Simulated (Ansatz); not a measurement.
# ZnO (zincite, P6_3mc): zone-centre modes against carrier density, part 2 of 2

Aim: how far do free carriers move the optical modes of ZnO (zincite, P6_3mc)?

Ansatz 0.2.0; DFT LDA, scalar-relativistic, plane waves, PAW; PAW set soft_1.

So far: The starting structure; Relaxation. The relaxed cell has a = 3.187, c = 5.152 Å (conventional setting).

## (3) Tight relaxation

Phonons need small forces and stress, so the relaxation is finished with tight tolerances on 9×9×6 k points.

Contents of input.yaml:

```yaml
crystal:
  lattice:
    - [3.1874548007, 0.0, 0.0]
    - [-1.5937274003, 2.7604168308, 0.0]
    - [0.0, 0.0, 5.1524026986]
  atoms:
    - { symbol: O, position: [0.6666666667, 0.3333333333, 0.3787375587] }
    - { symbol: O, position: [0.3333333333, 0.6666666667, 0.8787375587] }
    - { symbol: Zn, position: [0.3333333333, 0.6666666667, 0.5002724413] }
    - { symbol: Zn, position: [0.6666666667, 0.3333333333, 0.0002724413] }
kpoints:
  mp_grid: { grid: [9, 9, 6] }
hamiltonian:
  xc: lda
  pseudopotentials: { kind: paw, azcp: { folder: soft_1 }, xc_functional: pbe }
scf:
  occupations: { method: fixed }
output:
  forces: true
  stress: true
  eigenvalues: true
relax:
  adjacent_minimum: "off"
  f_tol: 0.001
  max_steps: 60
  cell: { stress_tol: 0.01 }
```

Command:

```
> ansatz run input.yaml --threads 8 --pin off --max-ram 16384MiB --backend cpu --events-out ev --progress --plain --runs-dir out
```

Numbers of over 12 decimals in the logs are rounded to 6 here.

The program printed:

```text
[...]
Crystal: 4 atoms, lattice volume = 45.334 Å³
Basis set: ecut = 420 eV, 881 PW (Γ)
Bands: 22, of which v1, the nominal top of the filled ones, is band 18 counted from 1 (17 counted from 0)
Symmetry: 12 space group operations
[...]
k-points: 48 of 486 (time reversal used)
[...]
cell:  # Å, volume = 45.3345 Å³
    - [3.187455, -2.886755317072137e-11, 0.0]
    - [-1.593727, 2.760417, 0.0]
    - [0.0, 0.0, 5.1524026986]
  atoms:
    - { symbol: O, position: [0.666667, 0.333333, 0.3787375587] }
    - { symbol: O, position: [0.333333, 0.666667, 0.878738] }
    - { symbol: Zn, position: [0.333333, 0.666667, 0.5002724413] }
    - { symbol: Zn, position: [0.666667, 0.333333, 0.000272441] }
[key lines of the parts left out:]
SCF converged after 7 iterations
Free energy (F): -7603.955352 eV
Fermi energy:    7.486976 eV
P = ⅓ Tr σ = -0.0052 GPa (-0.052 kbar)
```

Wall time 1.6 s (8 threads of Arm Neoverse V2, shared host); peak memory 0.43 GiB; 11 s of CPU time.

Little changed from the start: no atom moved by 0.005 Å and no cell edge by 0.1 %.

Numbers from this step:

```yaml
pressure: -0.005194 GPa
```

The largest force component left is 0.35 meV/Å and the pressure is -0.005 GPa, within the tolerances set. The cell now holds 11.33 Å³/atom.

## (4) A member of the series: no carriers

The cell of the neutral crystal is kept with no carriers. The bands are sampled on 26×26×15 points with Fermi-Dirac filling of 0.03 eV.

Edit input.yaml of step 3 so:

```diff
@@ -11,3 +11,3 @@
 kpoints:
-  mp_grid: { grid: [9, 9, 6] }
+  mp_grid: { grid: [26, 26, 15] }
 hamiltonian:
@@ -16,3 +16,3 @@
 scf:
-  occupations: { method: fixed }
+  occupations: { method: fermi_dirac, width: 0.03 }
 output:
@@ -25,2 +25 @@
   max_steps: 60
-  cell: { stress_tol: 0.01 }
```

The program printed:

```text
[...]
--- Relaxed structure (2 steps of the walk, 2 accepted, 0 SCFs on fresh bases) ---
  F+E_penalty+E_count = -7603.95559078 eV   max|allowed force component| = 3.607e-4 eV/Å
  atoms:
    - { symbol: O, position: [0.666667, 0.333333, 0.3787375587] }
    - { symbol: O, position: [0.333333, 0.666667, 0.878738] }
    - { symbol: Zn, position: [0.333333, 0.666667, 0.5002724413] }
    - { symbol: Zn, position: [0.666667, 0.333333, 0.000272441] }
[key lines of the parts left out:]
SCF converged after 3 iterations
Free energy (F): -7603.955591 eV
Fermi energy:    7.936769 eV
P = ⅓ Tr σ = -0.0041 GPa (-0.041 kbar)
```

The job ended after 12 s (8 threads; peak memory 0.88 GiB; 92 s of CPU time).

Hardly anything moved in the relaxation; the energy changed by under 0.2 meV an atom.

The largest force component left is 0.36 meV/Å.

## (5) Modes of this member: no carriers

The force constants come from the linear response of the density to a displacement.

The zone-centre modes follow for no carriers.

Edit input.yaml of step 4 so:

```diff
@@ -18,8 +18,4 @@
 output:
-  forces: true
-  stress: true
   eigenvalues: true
-relax:
-  adjacent_minimum: "off"
-  f_tol: 0.001
-  max_steps: 60
+phonons:
+  method: dfpt
```

The program printed:

```text
[...]
Crystal: 4 atoms, lattice volume = 45.334 Å³
Basis set: ecut = 420 eV, 881 PW (Γ), exchange–correlation on 48×48×72 points (8 copies of the dense FFT grid, shifted against one another)
Bands: 22, of which v1, the nominal top of the filled ones, is band 18 counted from 1 (17 counted from 0)
Symmetry: 12 space group operations
k-points: 2640 of 10140 (irreducible under 2 space group operations, time reversal used)
[...]
SCF iter   1: F=—  HF=-7604.900729 eV  |F-HF|=—  |Δ(HF+E_count)|=         —  Δρ=1.10e-1  dr2=2.96e0  ethr=3.10e-3  ⟨swp⟩=6.1  Hψ=304077  notcnv=0
[...]
SCF iter  11: F=-7603.955592 eV  HF=-7603.955592 eV  |F-HF|=9.09e-12  |Δ(HF+E_count)|=  1.09e-11  Δρ=1.41e-7  dr2=6.46e-12  ethr=1.00e-12  ⟨swp⟩=6.0  Hψ=299158  notcnv=0
SCF 1 converged in 11 iterations: F = -7603.955592 eV  dr2 = 6.46e-12
[...]
DFPT response loops at Γ: preconditioner auto → Resta (q_TF=auto, 2.625 Å⁻¹)  ε∞=8.7 (no band partly filled); β = 1.00, the filter's whole step (`scf.mixing.beta` (0.50) is not read by the response loops at its default; to damp them type it under 1.00, their step now; it binds the ground state too); Broyden in place of MSR1
SCF converged after 11 iterations
Free energy (F): -7603.955592 eV
[...]
Internal energy: -7603.955592 eV  (E = F + TS)
E sigma→0 (E₀):  -7603.955592 eV
Fermi energy:    7.936764 eV
[...]
--- Band table (eV; the first three rows and the last of 2640) ---
  k-point 0: bands = [... 14 lower, 6.6269, 7.3793, 7.4866, 7.4866, 8.2808, 12.7706, 15.6758, 20.4731]
  k-point 1: bands = [... 14 lower, 6.6360, 7.2470, 7.4775, 7.4775, 8.4274, 12.7301, 15.7108, 20.4728]
  k-point 2: bands = [... 14 lower, 6.6642, 6.9720, 7.4502, 7.4502, 8.7439, 12.6116, 15.8139, 20.4738]
  k-point 2639: bands = [... 14 lower, 4.4629, 4.6538, 6.0598, 6.1695, 13.4464, 15.0045, 15.9639, 16.2205]
--- Phonons (Γ-DFPT): 4 representative perturbations + reference, on 2640 of 10140 k-points (Σ response iterations 15) ---
  k mesh reduced under 2 symmetry operations, with k and −k counted as one. Each operation leaves every solved perturbation unchanged. A smaller set is not used because it would not reduce the number of displacements times k-points to solve
  ASR residual: 9.639e-5 → 0.000e0 eV/Å²; symmetrization residual: 3.258e-6 eV/Å²
  ASR residual per site (eV/Å²): 9.64e-5 9.64e-5 3.04e-5 3.04e-5
  Γ frequencies (cm⁻¹): 0.00 0.00 0.00 90.02 90.02 260.89 389.96 408.57 408.57 441.23 441.23 552.88
  non-analytic LO–TO correction: not included (Born effective charges unavailable; polar crystals: no LO–TO splitting at Γ)
```

The job ended after 3.2 min (8 threads; peak memory 8.5 GiB).

Numbers from this step:

| Item | Value |
| --- | --- |
| sum-rule residual before enforcement | 9.64e-5 eV/Å² |
| point group | 6mm |
| highest optical mode at the zone centre (no LO-TO term) | 552.9 cm⁻¹ |
| lowest optical zone-centre mode | 90.02 cm⁻¹ |

Without the LO-TO term. Patterns of degenerate modes are one choice out of their space. The modes at Γ (shares of kinetic energy by element, %):

| mode | frequency (cm⁻¹) | symmetry | O % | Zn % |
| --- | --- | --- | --- | --- |
| 1 | 0.0 | acoustic | 20 | 80 |
| 2 | 0.0 | acoustic | 20 | 80 |
| 3 | 0.0 | acoustic | 20 | 80 |
| 4 | 90.0 | E2 | 15 | 85 |
| 5 | 90.0 | E2 | 15 | 85 |
| 6 | 260.9 | B1 | 2 | 98 |
| 7 | 390.0 | A1 | 80 | 20 |
| 8 | 408.6 | E1 | 80 | 20 |
| 9 | 408.6 | E1 | 80 | 20 |
| 10 | 441.2 | E2 | 85 | 15 |
| 11 | 441.2 | E2 | 85 | 15 |
| 12 | 552.9 | B1 | 98 | 2 |

Displacements in mode 5 (90.0 cm⁻¹), the largest set to 1:
```
O1   0.00 -0.84  0.00
O2   0.00  0.84  0.00
Zn3  0.00 -1.00  0.00
Zn4  0.00  1.00  0.00
```

Displacements in mode 12 (552.9 cm⁻¹), the largest set to 1:
```
O1   0.00  0.00  1.00
O2   0.00  0.00 -1.00
Zn3  0.00  0.00  0.07
Zn4  0.00  0.00 -0.07
```

Without the LO-TO term the lowest optical mode is real, 90.0 cm⁻¹, and the highest lies at 552.9 cm⁻¹.

## (6) A member of the series: 15 × 10²⁰ electrons per cm³

The cell of the neutral crystal is kept with 15 × 10²⁰ electrons per cm³, balanced by a uniform background. The bands are sampled on 26×26×15 points with Fermi-Dirac filling of 0.03 eV.

Edit input.yaml of step 5 so:

```diff
@@ -10,2 +10,3 @@
     - { symbol: Zn, position: [0.6666666667, 0.3333333333, 0.0002724413] }
+total_charge: -0.068002
 kpoints:
@@ -18,4 +19,8 @@
 output:
+  forces: true
+  stress: true
   eigenvalues: true
-phonons:
-  method: dfpt
+relax:
+  adjacent_minimum: "off"
+  f_tol: 0.001
+  max_steps: 60
```

The program printed:

```text
[...]
Crystal: 4 atoms, lattice volume = 45.334 Å³
Basis set: ecut = 420 eV, 881 PW (Γ)
Bands: 23, of which v1, the nominal top of the filled ones, is band 18 counted from 1 (17 counted from 0)
Symmetry: 12 space group operations
[...]
k-points: 560 of 10140 (time reversal used)
[...]
--- Relaxed structure (3 steps of the walk, 3 accepted, 0 SCFs on fresh bases) ---
  F+E_penalty+E_count = -7603.32877404 eV   max|allowed force component| = 4.762e-5 eV/Å
  atoms:
    - { symbol: O, position: [0.666667, 0.333333, 0.378673] }
    - { symbol: O, position: [0.333333, 0.666667, 0.878673] }
    - { symbol: Zn, position: [0.333333, 0.666667, 0.500337] }
    - { symbol: Zn, position: [0.666667, 0.333333, 0.000336765] }
[key lines of the parts left out:]
SCF converged after 5 iterations
Free energy (F): -7603.328774 eV
Fermi energy:    9.637356 eV
P = ⅓ Tr σ = 0.6288 GPa (6.288 kbar)
```

It took 22 s on 8 threads; peak memory 0.9 GiB.

Hardly anything moved in the relaxation; the energy changed by under 0.2 meV an atom.

The largest force component left is 0.052 meV/Å.

## (7) Zone-centre modes of the member: 15 × 10²⁰ electrons per cm³

The zone-centre modes follow for 15 × 10²⁰ electrons per cm³.

input.yaml, the sections that differ from step 6:

```yaml
crystal:
  lattice:
    - [3.1874548007, 0.0, 0.0]
    - [-1.5937274003, 2.7604168308, 0.0]
    - [0.0, 0.0, 5.1524026986]
  atoms:
    - { symbol: O, position: [0.6666666667, 0.3333333333, 0.378673235] }
    - { symbol: O, position: [0.3333333333, 0.6666666667, 0.878673235] }
    - { symbol: Zn, position: [0.3333333333, 0.6666666667, 0.500336765] }
    - { symbol: Zn, position: [0.6666666667, 0.3333333333, 0.000336765] }
output:
  eigenvalues: true
phonons:
  method: dfpt
# total_charge, kpoints, hamiltonian, scf: as in step 6
# relax: removed
```

The program printed:

```text
[...]
Crystal: 4 atoms, lattice volume = 45.334 Å³
Basis set: ecut = 420 eV, 881 PW (Γ), exchange–correlation on 48×48×72 points (8 copies of the dense FFT grid, shifted against one another)
Bands: 23, of which v1, the nominal top of the filled ones, is band 18 counted from 1 (17 counted from 0)
Symmetry: 12 space group operations
k-points: 2640 of 10140 (irreducible under 2 space group operations, time reversal used)
[...]
k-point 1: bands = [... 14 lower, 6.6359, 7.2481, 7.4804, 7.4804, 8.4081, 12.7092, 15.6968, 20.4485, ... 1 higher]
  k-point 2: bands = [... 14 lower, 6.6642, 6.9698, 7.4531, 7.4531, 8.7276, 12.5914, 15.7992, 20.4496, ... 1 higher]
  k-point 2639: bands = [... 14 lower, 4.4582, 4.6462, 6.0594, 6.1679, 13.4331, 14.9756, 15.9428, 16.2089, ... 1 higher]
[...]
ASR residual: 8.696e-5 → 0.000e0 eV/Å²; symmetrization residual: 4.223e-6 eV/Å²
  ASR residual per site (eV/Å²): 3.97e-5 3.97e-5 8.70e-5 8.70e-5
[...]
[key lines of the parts left out:]
SCF converged after 12 iterations
Free energy (F): -7603.328776 eV
Fermi energy:    9.637355 eV
```

It took 3.6 min on 8 threads; peak memory 8.6 GiB.

Numbers from this step:

- sum-rule residual before enforcement: 8.70e-5 eV/Å²
- highest optical mode at the zone centre (no LO-TO term): 548.1 cm⁻¹
- lowest optical zone-centre mode: 88.01 cm⁻¹

Without the LO-TO term. Patterns of degenerate modes are one choice out of their space. Modes at Γ, with each element's share of the kinetic energy:

| mode | frequency (cm⁻¹) | symmetry | O % | Zn % |
| --- | --- | --- | --- | --- |
| 1 | 0.0 | acoustic | 20 | 80 |
| 2 | 0.0 | acoustic | 20 | 80 |
| 3 | 0.0 | acoustic | 20 | 80 |
| 4 | 88.0 | E2 | 15 | 85 |
| 5 | 88.0 | E2 | 15 | 85 |
| 6 | 258.7 | B1 | 2 | 98 |
| 7 | 394.9 | A1 | 80 | 20 |
| 8 | 412.1 | E1 | 80 | 20 |
| 9 | 412.1 | E1 | 80 | 20 |
| 10 | 441.6 | E2 | 85 | 15 |
| 11 | 441.6 | E2 | 85 | 15 |
| 12 | 548.1 | B1 | 98 | 2 |

Without the LO-TO term the lowest optical mode is real, 88.0 cm⁻¹, and the highest lies at 548.1 cm⁻¹.

## (8) A check on a coarser mesh: 2 × 10²⁰ electrons per cm³

To see what the mesh is worth, the run for 2 × 10²⁰ electrons per cm³ is repeated on 21×21×12 points.

input.yaml, the sections that differ from step 7:

```yaml
crystal:
  lattice:
    - [3.1874548007, 0.0, 0.0]
    - [-1.5937274003, 2.7604168308, 0.0]
    - [0.0, 0.0, 5.1524026986]
  atoms:
    - { symbol: O, position: [0.6666666667, 0.3333333333, 0.3787348869] }
    - { symbol: O, position: [0.3333333333, 0.6666666667, 0.8787348869] }
    - { symbol: Zn, position: [0.3333333333, 0.6666666667, 0.5002751131] }
    - { symbol: Zn, position: [0.6666666667, 0.3333333333, 0.0002751131] }
total_charge: -0.009067
kpoints:
  mp_grid: { grid: [21, 21, 12] }
# hamiltonian, scf, output, phonons: as in step 7
```

The program printed:

```text
[...]
Crystal: 4 atoms, lattice volume = 45.334 Å³
Basis set: ecut = 420 eV, 881 PW (Γ), exchange–correlation on 48×48×72 points (8 copies of the dense FFT grid, shifted against one another)
Bands: 23, of which v1, the nominal top of the filled ones, is band 18 counted from 1 (17 counted from 0)
Symmetry: 12 space group operations
k-points: 1397 of 5292 (irreducible under 2 space group operations, time reversal used)
[...]
k-point 1: bands = [... 14 lower, 6.6410, 7.1849, 7.4722, 7.4722, 8.4943, 12.7046, 15.7279, 20.4695, ... 1 higher]
  k-point 2: bands = [... 14 lower, 6.6845, 6.8166, 7.4300, 7.4300, 8.9255, 12.5226, 15.8878, 20.4731, ... 1 higher]
  k-point 1396: bands = [... 14 lower, 5.2390, 5.2390, 6.0784, 6.0784, 13.7525, 13.7525, 16.4122, 16.4122, ... 1 higher]
[...]
ASR residual: 8.463e-5 → 0.000e0 eV/Å²; symmetrization residual: 4.159e-6 eV/Å²
  ASR residual per site (eV/Å²): 8.46e-5 8.46e-5 4.76e-5 4.76e-5
[...]
[key lines of the parts left out:]
SCF converged after 11 iterations
Free energy (F): -7603.877401 eV
Fermi energy:    8.836811 eV
```

It took 1.8 min on 8 threads; peak memory 4.7 GiB; 13 min of CPU time.

This step gave:

- sum-rule residual before enforcement: 8.46e-5 eV/Å²
- highest optical mode at the zone centre (no LO-TO term): 552.3 cm⁻¹
- lowest optical zone-centre mode: 89.77 cm⁻¹

The highest mode comes at 552.3 cm⁻¹, against 552.3 cm⁻¹ on 26×26×15 points.

## (9) A check on a coarser mesh: 10 × 10²⁰ electrons per cm³

To see what the mesh is worth, the run for 10 × 10²⁰ electrons per cm³ is repeated on 21×21×12 points.

input.yaml, the sections that differ from step 8:

```yaml
crystal:
  lattice:
    - [3.1874548007, 0.0, 0.0]
    - [-1.5937274003, 2.7604168308, 0.0]
    - [0.0, 0.0, 5.1524026986]
  atoms:
    - { symbol: O, position: [0.6666666667, 0.3333333333, 0.3786918378] }
    - { symbol: O, position: [0.3333333333, 0.6666666667, 0.8786918378] }
    - { symbol: Zn, position: [0.3333333333, 0.6666666667, 0.5003181622] }
    - { symbol: Zn, position: [0.6666666667, 0.3333333333, 0.0003181622] }
total_charge: -0.045334
# kpoints, hamiltonian, scf, output, phonons: as in step 8
```

The program printed:

```text
[...]
Crystal: 4 atoms, lattice volume = 45.334 Å³
Basis set: ecut = 420 eV, 881 PW (Γ), exchange–correlation on 48×48×72 points (8 copies of the dense FFT grid, shifted against one another)
Bands: 23, of which v1, the nominal top of the filled ones, is band 18 counted from 1 (17 counted from 0)
Symmetry: 12 space group operations
k-points: 1397 of 5292 (irreducible under 2 space group operations, time reversal used)
[...]
k-point 1: bands = [... 14 lower, 6.6409, 7.1851, 7.4739, 7.4739, 8.4845, 12.6936, 15.7204, 20.4566, ... 1 higher]
  k-point 2: bands = [... 14 lower, 6.6845, 6.8151, 7.4316, 7.4316, 8.9172, 12.5121, 15.8798, 20.4602, ... 1 higher]
  k-point 1396: bands = [... 14 lower, 5.2370, 5.2370, 6.0781, 6.0781, 13.7421, 13.7421, 16.4026, 16.4026, ... 1 higher]
[...]
ASR residual: 6.931e-5 → 0.000e0 eV/Å²; symmetrization residual: 4.135e-6 eV/Å²
  ASR residual per site (eV/Å²): 3.87e-5 3.87e-5 6.93e-5 6.93e-5
[...]
[key lines of the parts left out:]
SCF converged after 12 iterations
Free energy (F): -7603.544858 eV
Fermi energy:    9.403512 eV
```

Run time: 1.8 min. Hardware: 8 threads; peak memory 4.7 GiB.

Numbers from this step:

```
sum-rule residual before enforcement                    : 6.93e-5 eV/Å²
highest optical mode at the zone centre (no LO-TO term) : 549.9 cm⁻¹
lowest optical zone-centre mode                         : 88.67 cm⁻¹
```

The highest mode comes at 549.9 cm⁻¹, against 550.0 cm⁻¹ on 26×26×15 points.

## (10) The series together

The members are set side by side, also those not shown above.

Electrons count positive and holes negative; without the LO-TO term; modes are tracked from the neutral crystal by their patterns, and those within 0.3 cm⁻¹ of each other stand once; the cell of the neutral crystal is kept and the atoms are relaxed where symmetry leaves them free; all runs use 26×26×15 k points and Fermi-Dirac smearing of 0.03 eV. Optical modes along the series:

| carriers (10²⁰ cm⁻³) | mode 4 E2 (cm⁻¹) | mode 6 B1 (cm⁻¹) | mode 7 A1 (cm⁻¹) | mode 8 E1 (cm⁻¹) | mode 10 E2 (cm⁻¹) | mode 12 B1 (cm⁻¹) |
| --- | --- | --- | --- | --- | --- | --- |
| 0 | 90.02 | 260.9 | 390 | 408.6 | 441.2 | 552.9 |
| 1 | 89.9 | 260.8 | 390.3 | 409 | 441.3 | 552.6 |
| 2 | 89.77 | 260.6 | 390.7 | 409.2 | 441.4 | 552.3 |
| 4 | 89.48 | 260.4 | 391.6 | 409.7 | 441.4 | 551.8 |
| 6 | 89.22 | 260.1 | 392.2 | 410.2 | 441.4 | 551.2 |
| 10 | 88.68 | 259.5 | 393.4 | 411.1 | 441.5 | 550 |
| 15 | 88.01 | 258.7 | 394.9 | 412.1 | 441.6 | 548.1 |

## (11) Results

```json
{"members": "7", "mode that changes most, in cm⁻¹": "mode 7 A1", "its frequency without carriers": "389.96 cm⁻¹", "its frequency at 15 × 10²⁰ cm⁻³": "394.87 cm⁻¹"}
```

In words: At 15 × 10²⁰ electrons per cm³ the largest change in cm⁻¹ is that of mode 7 A1, +4.91 cm⁻¹ from 389.96 cm⁻¹. At 2 and 10 × 10²⁰ cm⁻³ the coarser mesh moves the optical modes by up to 0.04 cm⁻¹, a measure of the error left by the mesh there. The response is adiabatic: the carriers follow the ions at once. Where they cannot, as for a zone-centre mode faster than their scattering, measured shifts differ, and line shapes are not given here. The background stands for dopants without their size, scattering or local bonds, and the cell is that of the neutral crystal, although carriers also change the volume at rest, which would shift the modes as well. In a polar crystal the carriers also screen the field of the longitudinal modes, often the largest effect; only modes without that field are treated here. These are harmonic frequencies of a static lattice, with warm electrons: anharmonic shifts, linewidths and thermal expansion are left out. The PAW files were made for PBE; the program adapts parts of them to the functional of the run, but their partial waves stay those of PBE, an approximation that was not tested in this session. Only the zone centre was solved, so an instability at another wavevector cannot show here.

[Logs are printed without paths, hosts, clocks, repeated set-up lines and the standing remarks that a program may print on its own settings, such as how far it seeks lower states.]

[Hosts, paths, dates, database ids (printed as entryN), source tags and the programs' standing remarks are cut or masked in the printed files.]
